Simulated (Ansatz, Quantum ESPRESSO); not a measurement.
# Na3OF (Pm-3m): Raman and infrared activity, part 3 of 3

Which lines does Na3OF (Pm-3m) show in Raman and infrared spectra?

Quantum ESPRESSO 8.0 development, patched; DFT LDA, scalar-relativistic, plane waves, PseudoDojo norm-conserving pseudopotentials.

So far. Step 6 (Zone-centre analysis): The rule also moves an optical mode by 3.7 cm⁻¹. Step 9 (Modes along a direction of q (1 0 0)): The field moves 3 modes; the highest of them now lies at 556 cm⁻¹, where the highest that moved away lay at 511.

The structure was built from a prototype and need not be the compound's stable phase.

### Step 10. The same in Ansatz

A second program on the same cell, potentials, cutoff and meshes tests the implementation of the phonon response, not its convergence. Its field response is summed in its own way. Its k mesh is centred on Γ.

This step: DFT LDA, scalar-relativistic, plane waves, PseudoDojo norm-conserving pseudopotentials (Ansatz 0.2.0).

input.yaml reads:

```yaml
crystal:
  lattice:
    - [4.26945297, 0.0, 0.0]
    - [0.0, 4.26945297, 0.0]
    - [0.0, 0.0, 4.26945297]
  atoms:
    - { symbol: F, position: [0.0, 0.0, 0.0] }
    - { symbol: O, position: [0.5, 0.5, 0.5] }
    - { symbol: Na, position: [0.5, 0.5, 0.0] }
    - { symbol: Na, position: [0.5, 0.0, 0.5] }
    - { symbol: Na, position: [0.0, 0.5, 0.5] }
kpoints:
  mp_grid: { grid: [6, 6, 6] }
hamiltonian:
  xc: lda
  pseudopotentials: { kind: nc, accuracy: standard }
scf:
  occupations: { method: fixed }
output:
  eigenvalues: true
basis:
  ecutwfc: 1197.301
phonons:
  method: dfpt
  dielectric: true
  rigid_motions: translations
  raman: true
```

Started as:

```bash
$ ansatz run input.yaml --threads 8 --pin off --max-ram 16384MiB --backend cpu --events-out ev --progress --plain --runs-dir out
```

Output:

```text
Engine: ansatz 0.2.0, x86_64-unknown-linux-gnu
Pseudopotentials: kind: nc
Pseudopotential: F, nc, valence charge 7, recommended cutoff 1142.878222 eV (normal), F.nc.azcp (PseudoDojo's, or run here from an input of PseudoDojo's; its table is named by hamiltonian.pseudopotentials.accuracy)
Pseudopotential: O, nc, valence charge 6, recommended cutoff 1142.878222 eV (normal), O.nc.azcp (PseudoDojo's, or run here from an input of PseudoDojo's; its table is named by hamiltonian.pseudopotentials.accuracy)
Pseudopotential: Na, nc, valence charge 9, recommended cutoff 1197.300995 eV (normal), Na.nc.azcp (PseudoDojo's, or run here from an input of PseudoDojo's; its table is named by hamiltonian.pseudopotentials.accuracy)
Functional definition: SPW92
  exchange = slater_x
  correlation = pw_c
Crystal: 5 atoms, lattice volume = 77.825 Å³
Basis set: ecut = 1197.301 eV, 7249 PW (Γ), exchange–correlation on 100×100×100 points (8 copies of the dense FFT grid, shifted against one another)
Bands: 25, of which v1, the nominal top of the filled ones, is band 20 counted from 1 (19 counted from 0)
Symmetry: 48 space group operations
k-points: 80 of 216 (irreducible under 2 space group operations, time reversal used)
Non-local potential: F, projectors of the file, l = 0: 2, l = 1: 2, l = 2: 1
Non-local potential: O, projectors of the file, l = 0: 2, l = 1: 2, l = 2: 1
Non-local potential: Na, projectors of the file, l = 0: 2, l = 1: 2
Initial density: superposition of atomic densities (chi_scale 0.1, normalization cell, long waves kept (reshape's long-wave potential 0.03 eV rms))
Initial wavefunctions: pseudopotential atomic-orbital guess
Functional: x = slater, c = lda
SCF iter   1: F=—  HF=-4861.412552 eV  |F-HF|=—  |Δ(HF+E_count)|=         —  Δρ=3.54e-1  dr2=1.09e2  ethr=3.10e-3  ⟨swp⟩=5.3  Hψ=7610  notcnv=0  defer=223
preconditioner: auto → Resta (q_TF=auto, 2.442 Å⁻¹)  ε∞=4.3  [insulator: Δε(μ)=0.186 eV  Ē_g=7.976 eV  n_scr=18 (ndim 8)  ℏωp=14.6 eV  f_vac=0.000  ε∞_Penn≈4.3]
SCF iter   2: F=—  HF=-4853.125572 eV  |F-HF|=—  |Δ(HF+E_count)|=    8.29e0  Δρ=2.26e-1  dr2=2.34e1  ethr=3.10e-3  ⟨swp⟩=4.1  Hψ=6432  notcnv=0  defer=216
SCF iter   3: F=—  HF=-4846.530999 eV  |F-HF|=—  |Δ(HF+E_count)|=    6.59e0  Δρ=7.88e-2  dr2=3.84e0  ethr=3.10e-3  ⟨swp⟩=3.2  Hψ=3677  notcnv=0  defer=218
SCF iter   4: F=—  HF=-4845.533360 eV  |F-HF|=—  |Δ(HF+E_count)|=   9.98e-1  Δρ=3.73e-2  dr2=8.93e-1  ethr=3.10e-3  ⟨swp⟩=3.0  Hψ=3837  notcnv=0  defer=218
SCF iter   5: F=—  HF=-4845.381665 eV  |F-HF|=—  |Δ(HF+E_count)|=   1.52e-1  Δρ=1.70e-2  dr2=3.07e-1  ethr=2.23e-3  ⟨swp⟩=2.0  Hψ=3391  notcnv=0  defer=211
SCF iter   6: F=—  HF=-4845.312678 eV  |F-HF|=—  |Δ(HF+E_count)|=   6.90e-2  Δρ=4.18e-3  dr2=2.96e-2  ethr=7.68e-4  ⟨swp⟩=2.0  Hψ=2331  notcnv=0  defer=216
SCF iter   7: F=—  HF=-4845.307103 eV  |F-HF|=—  |Δ(HF+E_count)|=   5.58e-3  Δρ=3.97e-3  dr2=1.55e-2  ethr=7.41e-5  ⟨swp⟩=2.0  Hψ=3368  notcnv=0  defer=225
SCF iter   8: F=—  HF=-4845.303324 eV  |F-HF|=—  |Δ(HF+E_count)|=   3.78e-3  Δρ=8.23e-4  dr2=8.54e-4  ethr=3.88e-5  ⟨swp⟩=2.0  Hψ=2553  notcnv=0  defer=225
SCF iter   9: F=—  HF=-4845.303100 eV  |F-HF|=—  |Δ(HF+E_count)|=   2.24e-4  Δρ=3.63e-4  dr2=1.06e-4  ethr=2.13e-6  ⟨swp⟩=2.0  Hψ=2069  notcnv=0  defer=225
SCF iter  10: F=—  HF=-4845.303066 eV  |F-HF|=—  |Δ(HF+E_count)|=   3.46e-5  Δρ=4.17e-5  dr2=5.99e-7  ethr=2.65e-7  ⟨swp⟩=2.0  Hψ=2320  notcnv=0  defer=81
SCF iter  11: F=—  HF=-4845.302603 eV  |F-HF|=—  |Δ(HF+E_count)|=   4.62e-4  Δρ=6.26e-6  dr2=2.13e-8  ethr=1.50e-9  ⟨swp⟩=2.0  Hψ=2880  notcnv=0  defer=81
SCF iter  12: F=—  HF=-4845.302603 eV  |F-HF|=—  |Δ(HF+E_count)|=   6.95e-9  Δρ=8.84e-7  dr2=2.41e-10  ethr=5.31e-11  ⟨swp⟩=2.1  Hψ=3006  notcnv=0  defer=81
SCF iter  13: F=-4845.302603 eV  HF=-4845.302603 eV  |F-HF|=1.55e-11  |Δ(HF+E_count)|=  2.27e-11  Δρ=2.40e-7  dr2=2.74e-11  ethr=1.00e-12  ⟨swp⟩=12.7  Hψ=13309  notcnv=0
SCF 1 converged in 13 iterations: F = -4845.302603 eV  dr2 = 2.74e-11
DFPT response loops at Γ: preconditioner auto → none (the input reference at scf.mixing.eps_inf says where Resta's filter doesn't serve); β = 0.50; Broyden in place of MSR1
── the response to a field inside a basis, on 8×8×8 k-points: an SCF that follows is theirs, and a resumed run solves both again ──
Bands: 21, of which v1, the nominal top of the filled ones, is band 20 counted from 1 (19 counted from 0)
k-points: 20 of 512
Initial density: handed on by an earlier stage of this run
Initial wavefunctions: pseudopotential atomic-orbital guess (no wavefunctions were taken with the density)
Eigensolver: Dense (20 Hₖ)
SCF iter   1: F=—  HF=-4845.291327 eV  |F-HF|=—  |Δ(HF+E_count)|=         —  Δρ=1.54e-4  dr2=1.17e-6  ethr=1.00e-1
preconditioner: auto → Resta (q_TF=auto, 2.442 Å⁻¹)  ε∞=2.8  [insulator: Δε(μ)=2.201 eV  Ē_g=18.423 eV  n_scr=18 (ndim 8)  ℏωp=24.5 eV  f_vac=0.170  ε∞_Penn≈2.8]
SCF iter   2: F=—  HF=-4845.291329 eV  |F-HF|=—  |Δ(HF+E_count)|=   1.72e-6  Δρ=7.82e-5  dr2=3.09e-7  ethr=2.91e-9
SCF iter   3: F=—  HF=-4845.291329 eV  |F-HF|=—  |Δ(HF+E_count)|=   6.77e-7  Δρ=1.35e-5  dr2=9.75e-8  ethr=7.74e-10
SCF iter   4: F=—  HF=-4845.291329 eV  |F-HF|=—  |Δ(HF+E_count)|=   1.92e-8  Δρ=1.72e-6  dr2=8.02e-10  ethr=2.44e-10
SCF iter   5: F=—  HF=-4845.291329 eV  |F-HF|=—  |Δ(HF+E_count)|=  4.71e-10  Δρ=7.18e-7  dr2=2.34e-10  ethr=2.01e-12
SCF iter   6: F=-4845.291329 eV  HF=-4845.291329 eV  |F-HF|=9.09e-12  |Δ(HF+E_count)|=  2.18e-11  Δρ=2.81e-7  dr2=1.43e-11  ethr=1.00e-12
SCF 1 converged in 6 iterations: F = -4845.291329 eV  dr2 = 1.43e-11
DFPT response loops at Γ: mixed as the last ones told, above
DFPT response loops at Γ: mixed as the last ones told, above
SCF converged after 13 iterations
Free energy (F): -4845.302603 eV
Harris-Foulkes:  -4845.302603 eV  (|F-HF|=1.55e-11)
Internal energy: -4845.302603 eV  (E = F + TS)
E sigma→0 (E₀):  -4845.302603 eV
Fermi energy:    1.912936 eV
--- Per-component energies (eV) ---
  E_band       = -691.646097
  E_kinetic    = 3008.858911
  E_local      = -4880.178375  (includes V_loc(G=0)·N_el)
  E_nonlocal   = -1359.167017
  E_hartree    = 1776.189031
  E_xc         = -806.870401
  E_vxc        = -1013.537914  (∫ρ·V_xc dr)
  E_ewald      = -2584.134753
  E_smearing   = -0.000000  (= −TS)
  E_closure    = -0.000000  (closes the sum)
  Σ components = -4845.302603   (vs F -4845.302603, Δ=0.00e0)
--- Band table (eV; the first three rows and the last of 80) ---
  k-point 0: bands = [... 16 lower, -0.4070, 1.9129, 1.9129, 1.9129, 3.8720, 9.6539, 9.6539, 12.2644, ... 1 higher]
  k-point 1: bands = [... 16 lower, -0.3963, 1.6306, 1.8992, 1.8992, 4.3500, 9.1962, 9.8405, 12.2169, ... 1 higher]
  k-point 2: bands = [... 16 lower, -0.3743, 1.2044, 1.8712, 1.8712, 5.4003, 8.0735, 10.3015, 12.1091, ... 1 higher]
  k-point 79: bands = [... 16 lower, -0.5742, 1.2302, 1.2302, 1.2302, 8.7723, 8.7723, 8.7723, 10.6519, ... 1 higher]
--- Phonons (Γ-DFPT): 4 representative perturbations + reference, on 80 of 216 k-points (Σ response iterations 14) ---
  k mesh reduced under 2 symmetry operations, with k and −k counted as one. Each operation leaves every solved perturbation unchanged. A smaller set is not considered because the run solves the response to a homogeneous field
  ASR residual: 5.961e-4 → 0.000e0 eV/Å²; symmetrization residual: 5.173e-6 eV/Å²
  ASR residual per site (eV/Å²): 5.96e-4 4.57e-4 8.66e-5 8.66e-5 8.66e-5
  Γ frequencies (cm⁻¹): -137.31 -137.31 -137.31 -55.49 -55.49 -55.49 0.00 0.00 0.00 235.80 235.80 235.80 510.61 510.61 510.61
  ε∞ (high-frequency dielectric tensor):
        2.544383    -0.000000     0.000000
       -0.000000     2.544383     0.000000
        0.000000     0.000000     2.544383
  softest optical mode at Γ: -137.31 cm⁻¹; the repairs (sum rule, projections) moved no ω² at Γ by more than (3.14 cm⁻¹)²
  Born effective charges Z* (e; rows j = field, columns β = displacement):
    site 0:
        -1.26060    0.00000   -0.00000
         0.00000   -1.26060   -0.00000
        -0.00000    0.00000   -1.26060
    site 1:
        -1.60683   -0.00000    0.00000
        -0.00000   -1.60683   -0.00000
        -0.00000    0.00000   -1.60683
    site 2:
         0.98219   -0.00000   -0.00000
         0.00000    0.98219   -0.00000
         0.00000    0.00000    0.90306
    site 3:
         0.98219    0.00000   -0.00000
        -0.00000    0.90306   -0.00000
        -0.00000    0.00000    0.98219
    site 4:
         0.90306    0.00000   -0.00000
         0.00000    0.98219    0.00000
        -0.00000    0.00000    0.98219
  Z* charge neutrality: 9.807e-4 e pre-enforcement
  solved inside a basis spanned on kpoints, on 8×8×8 k-points: ε∞ is read to err by 5.2e-3, Z* by 9.8e-3 e (field_mesh: kpoints solves on kpoints); Z* is corrected for what the basis lacks
  Raman tensors (in the event stream and the table raman_tensors.tsv): an entry may err by 1.2e-3 Å², one of the second-order susceptibility by 1.4e-19 pm/V (basis, points and sum rule); their sum over the sites missed zero by 4.496e-20 Å² ahead of its enforcement
  optical modes at Γ without the LO–TO term, one row a degenerate level:
      ω (cm⁻¹)  modes    IR ((D/Å)²/amu)  static Raman (Å⁴/amu)  depolarisation
       -137.31      3            12.1753                 0.0000               —
        -55.49      3             0.0000                 0.0000               —
        235.80      3             1.5003                 0.0000               —
        510.61      3            11.5466                 0.0000               —
  optical modes at Γ + LO–TO along q̂ = [1.0000, 0.0000, 0.0000]:
      ω (cm⁻¹)  modes    IR ((D/Å)²/amu)  static Raman (Å⁴/amu)  depolarisation
       -137.31      2             8.1169                 0.0000               —
        -55.49      3             0.0000                 0.0000               —
        121.49      1             2.1793                 0.0000               —
        235.80      2             1.0002                 0.0000               —
        252.04      1             0.9957                 0.0000               —
        510.61      2             7.6978                 0.0000               —
        556.54      1             5.2325                 0.0000               —
  optical modes at Γ + LO–TO along q̂ = [0.0000, 1.0000, 0.0000]:
      ω (cm⁻¹)  modes    IR ((D/Å)²/amu)  static Raman (Å⁴/amu)  depolarisation
       -137.31      2             8.1169                 0.0000               —
        -55.49      3             0.0000                 0.0000               —
        121.49      1             2.1793                 0.0000               —
        235.80      2             1.0002                 0.0000               —
        252.04      1             0.9957                 0.0000               —
        510.61      2             7.6978                 0.0000               —
        556.54      1             5.2325                 0.0000               —
  optical modes at Γ + LO–TO along q̂ = [0.0000, 0.0000, 1.0000]:
      ω (cm⁻¹)  modes    IR ((D/Å)²/amu)  static Raman (Å⁴/amu)  depolarisation
       -137.31      2             8.1169                 0.0000               —
        -55.49      3             0.0000                 0.0000               —
        121.49      1             2.1793                 0.0000               —
        235.80      2             1.0002                 0.0000               —
        252.04      1             0.9957                 0.0000               —
        510.61      2             7.6978                 0.0000               —
        556.54      1             5.2325                 0.0000               —
```

Wall time 1.8 min (8 threads of Intel Xeon Platinum 8488C (Sapphire Rapids), shared host); peak memory 3.7 GiB.

Read from the output:

| Item | Value |
| --- | --- |
| sum-rule residual before enforcement | 5.96e-4 eV/Å² |
| miss of the charge sum rule | 9.81e-4 e |
| estimated error of the dielectric tensor | 0.005204 |
| estimated error of the Born charges | 0.009809 e |
| highest optical zone-centre mode (no LO-TO term) | 510.6 cm⁻¹ |
| lowest optical zone-centre mode | -137.3 cm⁻¹ |
| mean high-frequency dielectric constant | 2.544 |
| highest mode moved by the LO-TO term | 556.5 cm⁻¹ |

Transverse modes; imaginary modes left out. Infrared lines, with heights relative to the strongest:

```tsv
position (cm⁻¹)	label	IR intensity ((D/Å)²/amu), degenerate modes summed, relative
236	T1u	13
511	T1u	100
```

### Step 11. The two compared: QE PseudoDojo and Ansatz, PseudoDojo

Numbers from this step:

* root-mean-square difference: 0.06 cm⁻¹
* largest difference: 0.1 cm⁻¹

The 12 of 12 modes that differ most. Frequencies side by side:

```tsv
q (reciprocal lattice)	mode	QE PseudoDojo (cm⁻¹)	Ansatz, PseudoDojo (cm⁻¹)
0 0 0	1	-137.4	-137.3
0 0 0	2	-137.4	-137.3
0 0 0	3	-137.4	-137.3
0 0 0	4	-55.59	-55.49
0 0 0	5	-55.59	-55.49
0 0 0	6	-55.59	-55.49
0 0 0	10	235.8	235.8
0 0 0	11	235.8	235.8
0 0 0	12	235.8	235.8
0 0 0	13	510.6	510.6
0 0 0	14	510.6	510.6
0 0 0	15	510.6	510.6
```

The two runs side by side. Further quantities:

```tsv
quantity	QE PseudoDojo	Ansatz, PseudoDojo
mean ε∞	2.551	2.544
largest Born charge in size (e; the first before, the second after the charge sum rule)	1.607	1.607
summed IR intensity ((D/Å)²/amu)	25.23	25.22
```

At the zone centre the largest difference (acoustic modes at Γ apart) is 0.02 % of the highest mode.

### Step 12. Summary of results

| Property | Result |
| --- | --- |
| space group after relaxation | Pm-3m |
| volume per atom | 15.6 Å³ |
| gap on the k-mesh | 1.96 eV |
| highest optical zone-centre mode (no LO-TO term) | 510.6 cm⁻¹ |
| lowest optical zone-centre mode | -137.4 cm⁻¹ |
| highest mode moved by the LO-TO term | 556.4 cm⁻¹ |
| mean high-frequency dielectric constant | 2.55 |
| largest Born charge in size (third of the trace) | 1.61 e |
| imaginary optical modes at the zone centre (no q mesh in this session) | yes |
| largest difference from Ansatz, PseudoDojo | 0.1 cm⁻¹ |

**Reading.** No mode is Raman active in this structure; the strongest infrared line lies at 511 cm⁻¹. At the LDA level the optical modes of Na3OF (Pm-3m) at the zone centre (no LO-TO term) run from 137i to 511 cm⁻¹, so the structure is a saddle point, with 6 modes beyond 10i cm⁻¹ there. Along the directions run, the highest mode that the macroscopic field moves lies at 556 cm⁻¹. Of the 12 optical modes, 9 are infrared active alone and 3 are silent. QE PseudoDojo and Ansatz, PseudoDojo agree to 0.10 cm⁻¹ (0.02 % of the highest mode compared) on all solved modes but the acoustic ones at Γ, without the LO-TO term. These are harmonic frequencies at zero temperature: anharmonic shifts and linewidths and thermal expansion are left out. The build is a development version in which the Raman tensors of release 7.5 are mended; dynmat.x leaves out the electro-optic term of LO lines. The structure is a hypothetical one, built on a prototype.

[Host names and launcher messages were left out of these logs when they were recorded.]

[Logs are printed without paths, hosts, clocks, repeated set-up lines and the standing remarks that a program may print on its own settings, such as how far it seeks lower states.]

[Hosts, paths, dates, database ids (printed as entryN), source tags and the programs' standing remarks are cut or masked in the printed files.]
